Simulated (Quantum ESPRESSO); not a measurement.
## Na (Im-3m): electron-phonon coupling

Wanted: the coupling constant λ of Na (Im-3m) at ambient pressure.

Calculated with Quantum ESPRESSO 7.5; DFT LDA, scalar-relativistic, plane waves, PseudoDojo norm-conserving pseudopotentials.

The database entry behind the starting cell differs from later determinations by our own check (0.1 to 0.3 % short, probably kX units), so it need not match the best structure at ambient conditions.

## (1) The starting structure

The structure is cubic, space group Im-3m (No. 229). The conventional cell has a = 4.282 Å, b = 4.282 Å, c = 4.282 Å, α = 90.00°, β = 90.00°, γ = 90.00°. Nearest to Na lie 8 Na at 3.71 Å.

## (2) A first look

A cheap run with smearing and empty bands tells whether the crystal has a gap, which decides between fixed occupations and smearing later on.

probe.in reads:

```
&control
   calculation = 'scf'
   prefix = 'x'
   outdir = './tmp'
   pseudo_dir = './pseudo'
   tprnfor = .true.
   tstress = .true.
   verbosity = 'high'
/
&system
   ibrav = 0
   nat = 1
   ntyp = 1
   ecutwfc = 88.0
   occupations = 'smearing'
   smearing = 'gaussian'
   degauss = 0.01
/
&electrons
   conv_thr = 1.0d-07
   mixing_beta = 0.7
   electron_maxstep = 100
/
ATOMIC_SPECIES
 Na     22.9898  Na.upf
CELL_PARAMETERS angstrom
    -2.141000000    2.141000000    2.141000000
     2.141000000   -2.141000000    2.141000000
     2.141000000    2.141000000   -2.141000000
ATOMIC_POSITIONS crystal
 Na     0.000000000   0.000000000   0.000000000
K_POINTS automatic
 6 6 6 0 0 0
```

On the command line:

```sh
$ OMP_NUM_THREADS=1 mpirun -n 4 pw.x -nk 4 -in probe.in > probe.out
```

The log of the run:

```text
[banners, grids, parts of the stress and lines that vanish by symmetry left out]
Program PWSCF v.7.5
     Message from routine setup:
     using ibrav=0 with symmetry is DISCOURAGED, use correct ibrav instead
[...]
kinetic-energy cutoff     =      88.0000  Ry
     charge density cutoff     =     352.0000  Ry
     scf convergence threshold =      1.0E-07
[...]
Exchange-correlation= SLA  PW   NOGX NOGC
                           (   1   4   0   0   0   0   0)
[...]
48 Sym. Ops., with inversion, found
[...]
(     0          1          0      )
                  (     0          0          1      )
[...]
(  0.0000000  1.0000000 -0.0000000 )
                  ( -0.0000000 -0.0000000  1.0000000 )
[...]
(     1          0          0      )
                  (    -1         -1         -1      )
[...]
(  1.0000000 -0.0000000  0.0000000 )
                  ( -0.0000000 -1.0000000 -0.0000000 )
[...]
(    -1          0          0      )
                  (     0          0         -1      )
[...]
( -1.0000000 -0.0000000  0.0000000 )
                  (  0.0000000  1.0000000 -0.0000000 )
[...]
number of k points=    16  Gaussian smearing, width (Ry)=  0.0100
[...]
End of self-consistent calculation
[...]
the Fermi energy is     1.3011 ev
!    total energy              =     -91.22508177 Ry
[...]
convergence has been achieved in   4 iterations
[...]
atom    1 type  1   force =     0.00000000    0.00000000    0.00000000
[...]
Total force =     0.000000     Total SCF correction =     0.000000
[...]
total   stress  (Ry/bohr**3)                   (kbar)     P=      -10.20
[...]
XML data file, charge density, pseudopotentials, collected wavefunctions

   JOB DONE.
```

Elapsed: 12 s, on 4 MPI ranks of Intel Xeon at 2.50GHz (Skylake/Cascade Lake), shared host.

Read from the output:

```yaml
volume_per_atom: 39.26 Å³
pressure: -1.02 GPa
gap_on_the_k_mesh: 0 eV
```

No gap opens on this mesh, so smearing is kept; the start stands at -1.0 GPa.

## (3) Relaxing the cell and atoms

The relaxation runs at a cutoff a fifth above that of the response, since stress converges more slowly with the basis than frequencies do. Forces and stress are brought to rest with tight thresholds.

relax.in reads:

```
&control
   calculation = 'vc-relax'
   prefix = 'x'
   outdir = './tmp'
   pseudo_dir = './pseudo'
   tprnfor = .true.
   tstress = .true.
   forc_conv_thr = 2.0d-05
   etot_conv_thr = 1.0d-07
   nstep = 40
/
&system
   ibrav = 0
   nat = 1
   ntyp = 1
   ecutwfc = 106
   occupations = 'smearing'
   smearing = 'mv'
   degauss = 0.02
/
&electrons
   conv_thr = 1.0d-11
   mixing_beta = 0.7
   electron_maxstep = 100
/
&ions
/
&cell
   press_conv_thr = 0.2
/
ATOMIC_SPECIES
 Na     22.9898  Na.upf
CELL_PARAMETERS angstrom
    -2.141000000    2.141000000    2.141000000
     2.141000000   -2.141000000    2.141000000
     2.141000000    2.141000000   -2.141000000
ATOMIC_POSITIONS crystal
 Na     0.000000000   0.000000000   0.000000000
K_POINTS automatic
 12 12 12 0 0 0
```

On the command line:

```sh
$ OMP_NUM_THREADS=1 mpirun -n 4 pw.x -nk 4 -in relax.in > relax.out
```

The log of the run:

```text
[banners, grids, parts of the stress and lines that vanish by symmetry left out]
[banner, memory and clock lines left out]
Program PWSCF v.7.5

[...]
kinetic-energy cutoff     =     106.0000  Ry
     charge density cutoff     =     424.0000  Ry
     scf convergence threshold =      1.0E-11
[...]
energy convergence thresh.=      1.0E-07
     force convergence thresh. =      2.0E-05
     press convergence thresh. =      2.0E-01
     Exchange-correlation= SLA  PW   NOGX NOGC
                           (   1   4   0   0   0   0   0)
[...]
48 Sym. Ops., with inversion, found
[...]
number of k points=    72  Marzari-Vanderbilt smearing, width (Ry)=  0.0200
[...]
End of self-consistent calculation
[...]
the Fermi energy is     1.2637 ev
!    total energy              =     -91.22681748 Ry
[...]
convergence has been achieved in   8 iterations
[...]
atom    1 type  1   force =     0.00000000    0.00000000    0.00000000
     Total force =     0.000000     Total SCF correction =     0.000000
[...]
total   stress  (Ry/bohr**3)                   (kbar)     P=      -11.02
[...]
number of bfgs steps    =   0
[...]
CELL_PARAMETERS (angstrom)
[...]
ATOMIC_POSITIONS (crystal)
Na               0.0000000000        0.0000000000        0.0000000000
[...]
New effective cutoffs (rho, wfc):  424.85  106.40
[...]
End of self-consistent calculation
[...]
the Fermi energy is     1.2853 ev
!    total energy              =     -91.22692739 Ry
[...]
convergence has been achieved in   3 iterations
[...]
atom    1 type  1   force =     0.00000000    0.00000000    0.00000000
     Total force =     0.000000     Total SCF correction =     0.000000
[...]
total   stress  (Ry/bohr**3)                   (kbar)     P=      -10.75
[...]
number of bfgs steps    =   1
[...]
WARNING: bfgs curvature condition failed, Theta= 0.823
[...]
CELL_PARAMETERS (angstrom)
[...]
ATOMIC_POSITIONS (crystal)
Na               0.0000000000        0.0000000000        0.0000000000
[...]
New effective cutoffs (rho, wfc):  427.25  107.00
[...]
End of self-consistent calculation
[...]
the Fermi energy is     1.3182 ev
!    total energy              =     -91.22708634 Ry
[...]
convergence has been achieved in   5 iterations
[...]
atom    1 type  1   force =     0.00000000    0.00000000    0.00000000
     Total force =     0.000000     Total SCF correction =     0.000000
[...]
total   stress  (Ry/bohr**3)                   (kbar)     P=      -10.34
[...]
number of bfgs steps    =   2
[...]
CELL_PARAMETERS (angstrom)
[...]
ATOMIC_POSITIONS (crystal)
Na               0.0000000000        0.0000000000        0.0000000000
[...]
New effective cutoffs (rho, wfc):  430.89  107.91
[...]
End of self-consistent calculation
[...]
the Fermi energy is     1.3682 ev
!    total energy              =     -91.22731115 Ry
[...]
convergence has been achieved in   4 iterations
[...]
atom    1 type  1   force =     0.00000000    0.00000000    0.00000000
     Total force =     0.000000     Total SCF correction =     0.000000
[...]
convergence has been achieved in   6 iterations
[...]
atom    1 type  1   force =     0.00000000    0.00000000    0.00000000
     Total force =     0.000000     Total SCF correction =     0.000000
[...]
total   stress  (Ry/bohr**3)                   (kbar)     P=       -6.86
[...]
number of bfgs steps    =   5
[...]
the Fermi energy is     1.7521 ev
!    total energy              =     -91.22838524 Ry
[...]
convergence has been achieved in   5 iterations
[...]
atom    1 type  1   force =     0.00000000    0.00000000    0.00000000
     Total force =     0.000000     Total SCF correction =     0.000000
[...]
total   stress  (Ry/bohr**3)                   (kbar)     P=       -3.76
[...]
number of bfgs steps    =   6
[...]
the Fermi energy is     1.9811 ev
!    total energy              =     -91.22851942 Ry
[...]
convergence has been achieved in   6 iterations
[...]
atom    1 type  1   force =     0.00000000    0.00000000    0.00000000
     Total force =     0.000000     Total SCF correction =     0.000000
[...]
total   stress  (Ry/bohr**3)                   (kbar)     P=        0.56
[...]
number of bfgs steps    =   7
[...]
New effective cutoffs (rho, wfc):  472.02  118.21
[...]
the Fermi energy is     1.9516 ev
!    total energy              =     -91.22852196 Ry
[...]
convergence has been achieved in   5 iterations
[...]
atom    1 type  1   force =     0.00000000    0.00000000    0.00000000
     Total force =     0.000000     Total SCF correction =     0.000000
[...]
total   stress  (Ry/bohr**3)                   (kbar)     P=       -0.04
[...]
number of bfgs steps    =   8
[...]
CELL_PARAMETERS (angstrom)
[...]
ATOMIC_POSITIONS (crystal)
Na               0.0000000000        0.0000000000        0.0000000000
[...]
New effective cutoffs (rho, wfc):  472.14  118.24
[...]
End of self-consistent calculation
[...]
the Fermi energy is     1.9533 ev
!    total energy              =     -91.22852197 Ry
[...]
convergence has been achieved in   3 iterations
[...]
atom    1 type  1   force =     0.00000000    0.00000000    0.00000000
     Total force =     0.000000     Total SCF correction =     0.000000
[...]
total   stress  (Ry/bohr**3)                   (kbar)     P=       -0.00
[...]
bfgs converged in  10 scf cycles and   9 bfgs steps
[...]
End of BFGS Geometry Optimization
     Final enthalpy           =     -91.2285219672 Ry
     File ./tmp/x.bfgs deleted, as requested
[...]
CELL_PARAMETERS (angstrom)
[...]
ATOMIC_POSITIONS (crystal)
Na               0.0000000000        0.0000000000        0.0000000000
[...]
Final scf calculation at the relaxed structure.
[...]
kinetic-energy cutoff     =     106.0000  Ry
     charge density cutoff     =     424.0000  Ry
     scf convergence threshold =      1.0E-13
[...]
press convergence thresh. =      2.0E-01
     Exchange-correlation= SLA  PW   NOGX NOGC
                           (   1   4   0   0   0   0   0)
[...]
48 Sym. Ops., with inversion, found
[...]
number of k points=    72  Marzari-Vanderbilt smearing, width (Ry)=  0.0200
[...]
c_bands:  2 eigenvalues not converged
     c_bands:  2 eigenvalues not converged
     c_bands:  1 eigenvalues not converged
[...]
End of self-consistent calculation
[...]
the Fermi energy is     1.9533 ev
!    total energy              =     -91.22851638 Ry
[...]
convergence has been achieved in   9 iterations
[...]
atom    1 type  1   force =     0.00000000    0.00000000    0.00000000
     Total force =     0.000000     Total SCF correction =     0.000000
[...]
total   stress  (Ry/bohr**3)                   (kbar)     P=        0.03
[...]
XML data file, charge density, pseudopotentials, collected wavefunctions
```

It took 7.2 min on 4 MPI ranks.

Step by step:

```
step  energy less that of the first step (eV)  largest force (eV/Å)  pressure (GPa)  volume (Å³)
   1                                   0.0000                0.0000           -1.10        39.26
   2                                  -0.0015                0.0000           -1.07        39.04
   3                                  -0.0037                0.0000           -1.03        38.71
   4                                  -0.0067                0.0000           -0.97        38.22
   5                                  -0.0109                0.0000           -0.86        37.49
   6                                  -0.0161                0.0000           -0.69        36.42
   7                                  -0.0213                0.0000           -0.38        34.85
   8                                  -0.0232                0.0000            0.06        33.12
   9                                  -0.0232                0.0000            0.00        33.33
  10                                  -0.0232                0.0000            0.00        33.32
  11                                  -0.0231                0.0000            0.00        33.32
```

```
conventional cell, symmetrised  before  after   change
                         a (Å)   4.282  4.054   -5.3 %
                         b (Å)   4.282  4.054   -5.3 %
                         c (Å)   4.282  4.054   -5.3 %
              volume (Å³/atom)   39.26  33.32  -15.1 %
```

Final coordinates:

```xyz
1
Lattice="-2.0271 2.0271 2.0271 2.0271 -2.0271 2.0271 2.0271 2.0271 -2.0271" Properties=species:S:1:pos:R:3 pbc="T T T"
Na    0.0000    0.0000    0.0000
```

The last row of the table of steps is pw.x's closing run on a basis chosen anew for the final cell, so its energy can jump.

Read from the output:

- volume per atom: 33.32 Å³
- pressure: 0.003000 GPa

The volume changes by -15.1 % from the cell with which this run began.

## (4) Ground state

The response is built on this ground state, so it is converged far tighter than an energy would need. Smearing stays on, as the first look found no gap above 0.3 eV.

scf.in reads:

```
&control
   calculation = 'scf'
   prefix = 'x'
   outdir = './tmp'
   pseudo_dir = './pseudo'
   tprnfor = .true.
   tstress = .true.
/
&system
   ibrav = 0
   nat = 1
   ntyp = 1
   ecutwfc = 88.0
   occupations = 'smearing'
   smearing = 'mv'
   degauss = 0.02
/
&electrons
   conv_thr = 1.0d-12
   mixing_beta = 0.7
   electron_maxstep = 100
/
ATOMIC_SPECIES
 Na     22.9898  Na.upf
CELL_PARAMETERS angstrom
    -2.027139426    2.027139426    2.027139426
     2.027139426   -2.027139426    2.027139426
     2.027139426    2.027139426   -2.027139426
ATOMIC_POSITIONS crystal
 Na     0.000000000   0.000000000   0.000000000
K_POINTS automatic
 12 12 12 0 0 0
```

On the command line:

```sh
$ OMP_NUM_THREADS=1 mpirun -n 4 pw.x -nk 4 -in scf.in > scf.out
```

The log of the run:

```text
[banners, grids, parts of the stress and lines that vanish by symmetry left out]
[banner, memory and clock lines left out]
Program PWSCF v.7.5

[...]
kinetic-energy cutoff     =      88.0000  Ry
     charge density cutoff     =     352.0000  Ry
     scf convergence threshold =      1.0E-12
[...]
Exchange-correlation= SLA  PW   NOGX NOGC
                           (   1   4   0   0   0   0   0)
[...]
48 Sym. Ops., with inversion, found
[...]
number of k points=    72  Marzari-Vanderbilt smearing, width (Ry)=  0.0200
[...]
End of self-consistent calculation
[...]
the Fermi energy is     1.9534 ev
!    total energy              =     -91.22849224 Ry
[...]
convergence has been achieved in   8 iterations
[...]
atom    1 type  1   force =     0.00000000    0.00000000    0.00000000
     Total force =     0.000000     Total SCF correction =     0.000000
[...]
total   stress  (Ry/bohr**3)                   (kbar)     P=        0.03
[...]
XML data file, charge density, pseudopotentials, collected wavefunctions
```

Wall time 39 s (4 MPI ranks).

The cell stands at 0.0030 GPa, close enough for phonons.

## (5) Levels on a dense mesh

The coupling is a sum over pairs of states at the Fermi level and needs a much denser mesh than the density does.

scf_fit.in, as its differences from scf.in of step 4:

```diff
@@ -16,5 +16,6 @@
    degauss = 0.02
+   la2F = .true.
 /
 &electrons
-   conv_thr = 1.0d-12
+   conv_thr = 1.0d-10
    mixing_beta = 0.7
@@ -31,2 +32,2 @@
 K_POINTS automatic
- 12 12 12 0 0 0
+ 24 24 24 0 0 0
```

On the command line:

```sh
$ OMP_NUM_THREADS=1 mpirun -n 4 pw.x -nk 4 -in scf_fit.in > scf_fit.out
```

The log of the run:

```text
[banners, grids, parts of the stress and lines that vanish by symmetry left out]
[banner, memory and clock lines left out]
Program PWSCF v.7.5

[...]
kinetic-energy cutoff     =      88.0000  Ry
     charge density cutoff     =     352.0000  Ry
     scf convergence threshold =      1.0E-10
[...]
Exchange-correlation= SLA  PW   NOGX NOGC
                           (   1   4   0   0   0   0   0)
[...]
48 Sym. Ops., with inversion, found
[...]
number of k points=   413  Marzari-Vanderbilt smearing, width (Ry)=  0.0200
[...]
End of self-consistent calculation
[...]
the Fermi energy is     1.9799 ev
!    total energy              =     -91.22863715 Ry
[...]
convergence has been achieved in   6 iterations
[...]
atom    1 type  1   force =     0.00000000    0.00000000    0.00000000
     Total force =     0.000000     Total SCF correction =     0.000000
[...]
total   stress  (Ry/bohr**3)                   (kbar)     P=       -0.10
[...]
XML data file, charge density, pseudopotentials, collected wavefunctions
```

Wall time 2.4 min (4 MPI ranks); 6.2 min of CPU time.

Read from the output:

```yaml
pressure: -0.01 GPa
```

## (6) Self-consistent run for the response

The run on the dense mesh left its levels for the electron-phonon sums; ph.x needs the ground state on the coarse mesh, so pw.x runs once more in the same folder.

scf.in is that of step 4.

On the command line:

```sh
$ OMP_NUM_THREADS=1 mpirun -n 4 pw.x -nk 4 -in scf.in > scf.out
```

The log of the run:

```text
[banners, grids, parts of the stress and lines that vanish by symmetry left out]
[banner, memory and clock lines left out]
Program PWSCF v.7.5

[...]
kinetic-energy cutoff     =      88.0000  Ry
     charge density cutoff     =     352.0000  Ry
     scf convergence threshold =      1.0E-12
[...]
Exchange-correlation= SLA  PW   NOGX NOGC
                           (   1   4   0   0   0   0   0)
[...]
48 Sym. Ops., with inversion, found
[...]
number of k points=    72  Marzari-Vanderbilt smearing, width (Ry)=  0.0200
[...]
End of self-consistent calculation
[...]
the Fermi energy is     1.9534 ev
!    total energy              =     -91.22849224 Ry
[...]
convergence has been achieved in   8 iterations
[...]
atom    1 type  1   force =     0.00000000    0.00000000    0.00000000
     Total force =     0.000000     Total SCF correction =     0.000000
[...]
total   stress  (Ry/bohr**3)                   (kbar)     P=        0.03
[...]
XML data file, charge density, pseudopotentials, collected wavefunctions
```

Run time: 37 s. Hardware: 4 MPI ranks; 1.7 min of CPU time.

Read from the output:

* pressure: 0.003000 GPa

(Continued in part 2 of 3.)

[Host names and launcher messages were left out of these logs when they were recorded.]

[Logs are printed without paths, hosts, clocks, repeated set-up lines and the standing remarks that a program may print on its own settings, such as how far it seeks lower states.]

[Hosts, paths, dates, database ids (printed as entryN), source tags and the programs' standing remarks are cut or masked in the printed files.]
